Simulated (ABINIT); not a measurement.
**WS2 (Tungstenite): one start, several treatments of the self-energy**

Aim: compare treatments of exchange, screening and correlation for the gap of WS2 (Tungstenite).

Main program and level: ABINIT 10.8.3; PBE and many-body steps on it, plane waves.

## (1) Set-up

It takes space group P6_3/mmc (No. 194, hexagonal). Conventional cell: a = 3.153 Å, b = 3.153 Å, c = 12.323 Å, α = 90.00°, β = 90.00°, γ = 120.00°. W has 6 S at 2.40 Å nearest. S has 3 W at 2.40 Å nearest. Farther neighbours and most contacts between anions are not listed.

The cell and positions come from the Crystallography Open Database and are kept as given unless a step says otherwise. Spin-orbit coupling is left out unless a step names it.

## (2) Empty states on the mesh, 6×6×1 mesh, 260 bands

This step: ABINIT 10.8.3; DFT, PBE, plane waves, norm-conserving pseudopotentials.

The sums over transitions need many empty states on a uniform mesh; this step solves for them.

run.abi

```
acell 3*1.0 Angstrom
rprim 
  3.153199999992 0.000000000002 0.000000000000
  -1.576599999998 2.730751303206 0.000000000000
  0.000000000000 0.000000000000 12.323000000000
ntypat 2
znucl 74 16
natom 6
typat 1 1 2 2 2 2
xred 
  0.333333333333 0.666666666667 0.250000000000
  0.666666666667 0.333333333333 0.750000000000
  0.333333333333 0.666666666667 0.622500000000
  0.666666666667 0.333333333333 0.122500000000
  0.333333333333 0.666666666667 0.877500000000
  0.666666666667 0.333333333333 0.377500000000
pp_dirpath "pseudos"
pseudos "W.upf, S.upf"
ecut 31
ngkpt 6 6 1
nshiftk 1
shiftk 0 0 0
kptopt 1
chksymbreak 0
irdden 1
istwfk *1
nband 260
prtvol 0
optdriver 6
gwr_task "HDIAGO"
paral_kgb 0
occopt 1
indata_prefix "in"
outdata_prefix "out"
tmpdata_prefix "tmp"
```

On the command line:

```bash
OMP_NUM_THREADS=1 mpirun -n 8 abinit run.abi > log
```

Output:

```text
.Version 10.8.3 of ABINIT. v10.8.2 released Aug 2026.

 Symmetries : space group P6_3/m m c (#194); Bravais hP (primitive hexag.)
[... echo of the input left out ...]
== DATASET  1 ==================================================================
-   mpi_nproc: 8, omp_nthreads: 1 (-1 if OMP is not activated)

--- !DatasetInfo
iteration_state: {dtset: 1, }
dimensions: {natom: 6, nkpt: 7, mband: 260, nsppol: 1, nspinor: 1, nspden: 1, mpw: 5929, }
cutoff_energies: {ecut:  31.0, pawecutdg:  -1.0, }
[...]
Indirect band gap semiconductor
 Fundamental gap:     0.981 (eV)
   VBM:     9.509 (eV) at k: [ 0.0000E+00,  0.0000E+00,  0.0000E+00]
   CBM:    10.490 (eV) at k: [ 1.6667E-01,  1.6667E-01,  0.0000E+00]
 Direct gap:         1.837 (eV) at k: [ 3.3333E-01,  3.3333E-01,  0.0000E+00]

== END DATASET(S) ==============================================================
================================================================================

 -outvars: echo values of variables after computation  --------
           etotal      0.0000000000E+00
            nband         260
             nkpt           7
          spgroup         194
 [... the other variables as echoed above ...]

 Calculation completed.
```

The job ended after 2.3 min (8 MPI ranks of Arm Neoverse V1, shared host; peak memory 15 GiB; 18 min of CPU time).

This step gave:

* gap: 0.9806 eV
* k of the valence top: 0, 0, 0
* k of the conduction bottom: 0.1667, 0.1667, 0
* least direct gap: 1.837 eV
* k points computed: 7
* lowest point of the top converged band, above the valence top: 81.7645 eV

On this mesh the gap is 0.981 eV.

The density comes from a self-consistent run that is not shown.

## (3) Screening, 6×6×1 mesh, 252 bands, screening to 152.4 eV

The RPA dielectric matrix is built and inverted for each q.

This step: RPA screening on PBE, plane waves, norm-conserving pseudopotentials.

run.abi: that of step 2 with these lines changed.

```diff
@@ -24,10 +24,11 @@
 chksymbreak 0
-irdden 1
 istwfk *1
-nband 260
-prtvol 0
-optdriver 6
-gwr_task "HDIAGO"
-paral_kgb 0
 occopt 1
+irdwfk 1
+optdriver 3
+nband 252
+ecuteps 5.6
+inclvkb 2
+awtr 1
+symchi 1
 indata_prefix "in"
```

Output:

```text
.Version 10.8.3 of ABINIT. v10.8.2 released Aug 2026.

 Symmetries : space group P6_3/m m c (#194); Bravais hP (primitive hexag.)
[... echo of the input left out ...]
== DATASET  1 ==================================================================
-   mpi_nproc: 8, omp_nthreads: 1 (-1 if OMP is not activated)

--- !DatasetInfo
iteration_state: {dtset: 1, }
dimensions: {natom: 6, nkpt: 7, mband: 252, nsppol: 1, nspinor: 1, nspden: 1, mpw: 5929, }
cutoff_energies: {ecut:  31.0, pawecutdg:  -1.0, }
electrons: {nelect:   5.20000000E+01, charge:   0.00000000E+00, occopt:   1.00000000E+00, tsmear:   1.00000000E-02, }

 SCREENING: Calculation of the susceptibility and dielectric matrices

 Based on a program developped by R.W. Godby, V. Olevano, G. Onida, and L. Reining.
 Incorporated in ABINIT by V. Olevano, G.-M. Rignanese, and M. Torrent.
.Using double precision arithmetic ; gwpc =  8

[... cell and pseudopotentials left out ...]
--------------------------------------------------------------------------------

 ==== K-mesh for the wavefunctions ====
 Number of points in the irreducible wedge :     7
[... list of points left out ...]
 Together with 24 symmetry operations and time-reversal symmetry
 yields    36 points in the full Brillouin Zone.

 ==== Q-mesh for the screening function ====
 Number of points in the irreducible wedge :     7
[... list of points left out ...]
 Together with 24 symmetry operations and time-reversal symmetry
 yields    36 points in the full Brillouin Zone.

 setmesh: FFT mesh size selected  =    20x   20x   90
          total number of points  =        36000

 vcoul_init : cutoff-mode = AUXILIARY_FUNCTION
 q-points for optical limit:   1
     1)      0.000010    0.000020    0.000030

- screening: taking advantage of time-reversal symmetry
- Maximum band index for partially occupied states nbvw = 26
- Remaining bands to be divided among processors   nbcw = 226
- Number of bands treated by each node ~28

 Number of electrons calculated from density =   52.0000; Expected =   52.0000
 average of density, n =  0.072620
 r_s =    1.4869
 omega_plasma =   25.9946 [eV]

 calculating chi0 at frequencies [eV] :
  1    0.000000E+00    0.000000E+00
  2    0.000000E+00    2.599465E+01

--------------------------------------------------------------------------------
  q-point number  1        q = ( 0.000000, 0.000000, 0.000000) [r.l.u.]
--------------------------------------------------------------------------------
[... chi0 elements left out ...]
 For q-point:  0.000010 0.000020 0.000030
  dielectric constant =  13.5171
  dielectric constant without local fields =  15.0817

  Average fulfillment of the sum rule on Im[epsilon] for q-point    1 :     88.94  [%]
[... wings left out ...]
  q-point number  2        q = ( 0.166667, 0.000000, 0.000000) [r.l.u.]
--------------------------------------------------------------------------------
[... chi0 elements left out ...]
  Average fulfillment of the sum rule on Im[epsilon] for q-point    2 :     90.70  [%]

 [... 5 further q-points ...]
```

Run time: 2.5 min. Hardware: 8 MPI ranks; peak memory 3.1 GiB.

Numbers from this step:

| Item | Value |
| --- | --- |
| ε∞ with local fields, on this mesh, along the program's q direction | 13.52 |
| the same without local fields | 15.08 |
| plasma frequency | 25.99 eV |
| plane waves in the screening matrix | 463 |

Local fields lower ε∞ by 10 %. On a Γ-centred mesh this coarse the value itself is usually too large, while a short band sum pulls it down.

## (4) G0W0, Godby-Needs plasmon pole

The self-energy is evaluated for the states that the input lists, and the levels follow from it, in one-shot runs by the linearised quasiparticle equation.

This step: G0W0 on PBE, plane waves, norm-conserving pseudopotentials.

run.abi: that of step 3 with these lines changed.

```diff
@@ -27,8 +27,19 @@
 irdwfk 1
-optdriver 3
+optdriver 4
 nband 252
+gwcalctyp 0
+ecutsigx 31
+symsigma 1
+nkptgw 3
+kptgw 
+  0.0000000000 0.0000000000 0.0000000000
+  0.1666666667 0.1666666667 0.0000000000
+  0.3333333333 0.3333333333 0.0000000000
+bdgw 
+  25 28
+  25 28
+  25 28
 ecuteps 5.6
-inclvkb 2
-awtr 1
-symchi 1
+irdscr 1
+ppmodel 1
 indata_prefix "in"
```

Output:

```text
.Version 10.8.3 of ABINIT. v10.8.2 released Aug 2026.

 Symmetries : space group P6_3/m m c (#194); Bravais hP (primitive hexag.)
[... echo of the input left out ...]
== DATASET  1 ==================================================================
-   mpi_nproc: 8, omp_nthreads: 1 (-1 if OMP is not activated)

--- !DatasetInfo
iteration_state: {dtset: 1, }
dimensions: {natom: 6, nkpt: 7, mband: 252, nsppol: 1, nspinor: 1, nspden: 1, mpw: 5929, }
cutoff_energies: {ecut:  31.0, pawecutdg:  -1.0, }
electrons: {nelect:   5.20000000E+01, charge:   0.00000000E+00, occopt:   1.00000000E+00, tsmear:   1.00000000E-02, }

 SIGMA: Calculation of the GW corrections

 Based on a program developped by R.W. Godby, V. Olevano, G. Onida, and L. Reining.
 Incorporated in ABINIT by V. Olevano, G.-M. Rignanese, and M. Torrent.
.Using double precision arithmetic ; gwpc =  8

[... cell and pseudopotentials left out ...]
--------------------------------------------------------------------------------

 ==== K-mesh for the wavefunctions ====
 Number of points in the irreducible wedge :     7
[... list of points left out ...]
 Together with 24 symmetry operations and time-reversal symmetry
 yields    36 points in the full Brillouin Zone.

 ==== Q-mesh for screening function ====
 Number of points in the irreducible wedge :     7
[... list of points left out ...]
 Together with 24 symmetry operations and time-reversal symmetry
 yields    36 points in the full Brillouin Zone.

 vcoul_init : cutoff-mode = AUXILIARY_FUNCTION
 q-points for optical limit:   1
     1)      0.000010    0.000020    0.000030
 setmesh: FFT mesh size selected  =    25x   25x  120
          total number of points  =        75000

 Number of electrons calculated from density =   52.0000; Expected =   52.0000
 average of density, n =  0.072620
 r_s =    1.4869
 omega_plasma =   25.9946 [eV]

 === KS Band Gaps ===
  >>>> For spin  1
   Minimum direct gap =   1.8369 [eV], located at k-point      :   0.3333  0.3333  0.0000
   Fundamental gap    =   0.9806 [eV], Top of valence bands at :   0.0000  0.0000  0.0000
                                       Bottom of conduction at :   0.1667  0.1667  0.0000
 SIGMA fundamental parameters:
 PLASMON POLE MODEL  1
 number of plane-waves for SigmaX                 5885
 number of plane-waves for SigmaC and W            463
 number of plane-waves for wavefunctions          5885
 number of bands                                   252
 number of independent spin polarizations            1
 number of spinorial components                      1
 number of k-points in IBZ                           7
 number of q-points in IBZ                           7
 number of symmetry operations                      24
 number of k-points in BZ                           36
 number of q-points in BZ                           36
 number of frequencies for dSigma/dE                 9
 frequency step for dSigma/dE [eV]                0.25
 number of omega for Sigma on real axis              0
 max omega for Sigma on real axis  [eV]           0.00
 zcut for avoiding poles [eV]                     0.10

 EPSILON^-1 parameters (SCR file):
 dimension of the eps^-1 matrix on file            463
 dimension of the eps^-1 matrix used               463
 number of plane-waves for wavefunctions          5885
 number of bands                                   252
 number of q-points in IBZ                           7
 number of frequencies                               2
 number of real frequencies                          1
 number of imag frequencies                          1

 matrix elements of self-energy operator (all in [eV])

 Perturbative Calculation

--- !SelfEnergy_ee
iteration_state: {dtset: 1, }
kpoint     : [   0.000,    0.000,    0.000, ]
spin       : 1
KS_gap     :    2.311
QP_gap     :    2.763
Delta_QP_KS:    0.452
data: !SigmaeeData |
     Band     E0 <VxcDFT>   SigX SigC(E0)      Z dSigC/dE  Sig(E)    E-E0       E
       25   8.288 -14.458 -15.573   1.031   0.788  -0.269 -14.524  -0.066   8.221
       26   9.509 -15.590 -16.105   0.531   0.785  -0.273 -15.577   0.013   9.522
       27  11.820 -15.225 -10.553  -4.082   0.788  -0.269 -14.760   0.465  12.285
       28  11.820 -15.225 -10.553  -4.082   0.788  -0.269 -14.760   0.465  12.285

--- !SelfEnergy_ee
iteration_state: {dtset: 1, }
kpoint     : [   0.167,    0.167,    0.000, ]
spin       : 1
KS_gap     :    2.486
QP_gap     :    2.853
Delta_QP_KS:    0.367
data: !SigmaeeData |
     Band     E0 <VxcDFT>   SigX SigC(E0)      Z dSigC/dE  Sig(E)    E-E0       E
       25   7.976 -15.191 -16.569   1.314   0.783  -0.276 -15.241  -0.050   7.926
       26   8.004 -15.258 -16.559   1.277   0.784  -0.276 -15.277  -0.019   7.985
[...]
--- !SelfEnergy_ee
iteration_state: {dtset: 1, }
kpoint     : [   0.333,    0.333,    0.000, ]
spin       : 1
KS_gap     :    1.837
QP_gap     :    2.402
Delta_QP_KS:    0.565
data: !SigmaeeData |
     Band     E0 <VxcDFT>   SigX SigC(E0)      Z dSigC/dE  Sig(E)    E-E0       E
[...]
26   8.977 -15.421 -15.957   0.576   0.788  -0.270 -15.390   0.031   9.008
       27  10.814 -16.363 -11.961  -3.647   0.790  -0.267 -15.767   0.596  11.410
       28  10.814 -16.363 -11.961  -3.647   0.790  -0.267 -15.767   0.596  11.410

== END DATASET(S) ==============================================================
================================================================================

 -outvars: echo values of variables after computation  --------
           etotal      0.0000000000E+00
            nband         252
             nkpt           7
          spgroup         194
 [... the other variables as echoed above ...]

 Calculation completed.
```

Elapsed: 53 s, on 8 MPI ranks; peak memory 2.6 GiB.

This step gave:

```yaml
g0w0_gap_on_the_points_computed: 1.316 eV
starting_gap_on_the_mesh: 0.9806 eV
k_of_the_valence_top: 0, 0, 0
k_of_the_conduction_bottom: 0.1667, 0.1667, 0
z_at_the_valence_top: 0.785
z_at_the_conduction_bottom: 0.794
least_direct_g0w0_gap_on_the_computed_points: 2.402 eV
```

The gap on the mesh goes from 0.98 eV to 1.32 eV, a correction of +0.34 eV.

## (5) G0W0, Hybertsen-Louie plasmon pole

run.abi: that of step 4 with these lines changed.

```diff
@@ -43,3 +43,3 @@
 irdscr 1
-ppmodel 1
+ppmodel 2
 indata_prefix "in"
```

Output:

```text
.Version 10.8.3 of ABINIT. v10.8.2 released Aug 2026.

 Symmetries : space group P6_3/m m c (#194); Bravais hP (primitive hexag.)
[... echo of the input left out ...]
== DATASET  1 ==================================================================
-   mpi_nproc: 8, omp_nthreads: 1 (-1 if OMP is not activated)

--- !DatasetInfo
iteration_state: {dtset: 1, }
dimensions: {natom: 6, nkpt: 7, mband: 252, nsppol: 1, nspinor: 1, nspden: 1, mpw: 5929, }
cutoff_energies: {ecut:  31.0, pawecutdg:  -1.0, }
electrons: {nelect:   5.20000000E+01, charge:   0.00000000E+00, occopt:   1.00000000E+00, tsmear:   1.00000000E-02, }

 SIGMA: Calculation of the GW corrections

 Based on a program developped by R.W. Godby, V. Olevano, G. Onida, and L. Reining.
 Incorporated in ABINIT by V. Olevano, G.-M. Rignanese, and M. Torrent.
.Using double precision arithmetic ; gwpc =  8

[... cell and pseudopotentials left out ...]
--------------------------------------------------------------------------------

 ==== K-mesh for the wavefunctions ====
 Number of points in the irreducible wedge :     7
[... list of points left out ...]
 Together with 24 symmetry operations and time-reversal symmetry
 yields    36 points in the full Brillouin Zone.

 ==== Q-mesh for screening function ====
 Number of points in the irreducible wedge :     7
[... list of points left out ...]
 Together with 24 symmetry operations and time-reversal symmetry
 yields    36 points in the full Brillouin Zone.

 vcoul_init : cutoff-mode = AUXILIARY_FUNCTION
 q-points for optical limit:   1
     1)      0.000010    0.000020    0.000030
 setmesh: FFT mesh size selected  =    25x   25x  120
          total number of points  =        75000

 Number of electrons calculated from density =   52.0000; Expected =   52.0000
[...]
number of plane-waves for wavefunctions          5885
 number of bands                                   252
 number of q-points in IBZ                           7
 number of frequencies                               2
 number of real frequencies                          1
 number of imag frequencies                          1

 matrix elements of self-energy operator (all in [eV])

 Perturbative Calculation

--- !SelfEnergy_ee
iteration_state: {dtset: 1, }
kpoint     : [   0.000,    0.000,    0.000, ]
spin       : 1
KS_gap     :    2.311
QP_gap     :    2.857
Delta_QP_KS:    0.547
data: !SigmaeeData |
     Band     E0 <VxcDFT>   SigX SigC(E0)      Z dSigC/dE  Sig(E)    E-E0       E
       25   8.288 -14.458 -15.573   0.664   0.824  -0.214 -14.829  -0.372   7.916
       26   9.509 -15.590 -16.105   0.242   0.823  -0.214 -15.815  -0.225   9.284
       27  11.820 -15.225 -10.553  -4.284   0.827  -0.210 -14.904   0.321  12.141
[...]
--- !SelfEnergy_ee
iteration_state: {dtset: 1, }
kpoint     : [   0.167,    0.167,    0.000, ]
spin       : 1
KS_gap     :    2.486
QP_gap     :    2.877
Delta_QP_KS:    0.392
data: !SigmaeeData |
     Band     E0 <VxcDFT>   SigX SigC(E0)      Z dSigC/dE  Sig(E)    E-E0       E
[...]
--- !SelfEnergy_ee
iteration_state: {dtset: 1, }
kpoint     : [   0.333,    0.333,    0.000, ]
spin       : 1
KS_gap     :    1.837
QP_gap     :    2.415
Delta_QP_KS:    0.578
data: !SigmaeeData |
     Band     E0 <VxcDFT>   SigX SigC(E0)      Z dSigC/dE  Sig(E)    E-E0       E
[...]
27  10.814 -16.363 -11.961  -3.952   0.824  -0.213 -15.992   0.372  11.185
       28  10.814 -16.363 -11.961  -3.952   0.824  -0.213 -15.992   0.372  11.185

== END DATASET(S) ==============================================================
================================================================================

 -outvars: echo values of variables after computation  --------
           etotal      0.0000000000E+00
            nband         252
             nkpt           7
          spgroup         194
 [... the other variables as echoed above ...]

 Calculation completed.
```

The job ended after 51 s (8 MPI ranks; peak memory 2.5 GiB).

Numbers from this step:

```
G0W0 gap on the points computed              : 1.299 eV
starting gap on the mesh                     : 0.9806 eV
k of the valence top                         : 0, 0, 0
k of the conduction bottom                   : 0.1667, 0.1667, 0
Z at the valence top                         : 0.823
Z at the conduction bottom                   : 0.829
least direct G0W0 gap on the computed points : 2.415 eV
```

Against G0W0 in ABINIT (6×6×1 mesh, 252 bands, screening to 152.4 eV, Godby-Needs plasmon pole), the gap moves by −0.017 eV.

## (6) G0W0, von der Linden-Horsch plasmon pole

run.abi: that of step 5 with these lines changed.

```diff
@@ -43,3 +43,3 @@
 irdscr 1
-ppmodel 2
+ppmodel 3
 indata_prefix "in"
```

Output:

```text
.Version 10.8.3 of ABINIT. v10.8.2 released Aug 2026.

 Symmetries : space group P6_3/m m c (#194); Bravais hP (primitive hexag.)
[... echo of the input left out ...]
== DATASET  1 ==================================================================
-   mpi_nproc: 8, omp_nthreads: 1 (-1 if OMP is not activated)

--- !DatasetInfo
iteration_state: {dtset: 1, }
dimensions: {natom: 6, nkpt: 7, mband: 252, nsppol: 1, nspinor: 1, nspden: 1, mpw: 5929, }
cutoff_energies: {ecut:  31.0, pawecutdg:  -1.0, }
[...]
Band     E0 <VxcDFT>   SigX SigC(E0)      Z dSigC/dE  Sig(E)    E-E0       E
[...]
27  10.814 -16.363 -11.961  -3.903   0.824  -0.214 -15.952   0.412  11.225
       28  10.814 -16.363 -11.961  -3.903   0.824  -0.214 -15.952   0.412  11.225

== END DATASET(S) ==============================================================
================================================================================

 -outvars: echo values of variables after computation  --------
           etotal      0.0000000000E+00
            nband         252
             nkpt           7
          spgroup         194
 [... the other variables as echoed above ...]

 Calculation completed.
```

Wall time 22 s (8 MPI ranks); peak memory 2.3 GiB; 2.9 min of CPU time.

Numbers from this step:

```
G0W0 gap on the points computed              : 1.327 eV
starting gap on the mesh                     : 0.9806 eV
k of the valence top                         : 0, 0, 0
k of the conduction bottom                   : 0.1667, 0.1667, 0
least direct G0W0 gap on the computed points : 2.493 eV
```

Against G0W0 in ABINIT (6×6×1 mesh, 252 bands, screening to 152.4 eV, Godby-Needs plasmon pole), the gap moves by +0.011 eV.

(Part 1 of 2 ends here.)

[Paths, hosts, dates, memory and timing lines, banners, echoed tables and standing remarks are left out of the program output.]

[Logs are printed without paths, hosts, clocks, repeated set-up lines and the standing remarks that a program may print on its own settings, such as how far it seeks lower states.]

[Runs of the session that timed out or met a known fault of the program may be left out.]

[Hosts, paths, dates, database ids (printed as entryN), source tags and the programs' standing remarks are cut or masked in the printed files.]

[G0W0 gaps are taken among the corrected bands and points alone; a level outside them can change the order at an edge.]

[Where Ansatz stands beside ABINIT at settings called matched, ABINIT's density can come from a denser mesh and the files from another edition; pairs whose starting gaps differed by over 0.03 eV were left out, so agreement reads better than it is.]
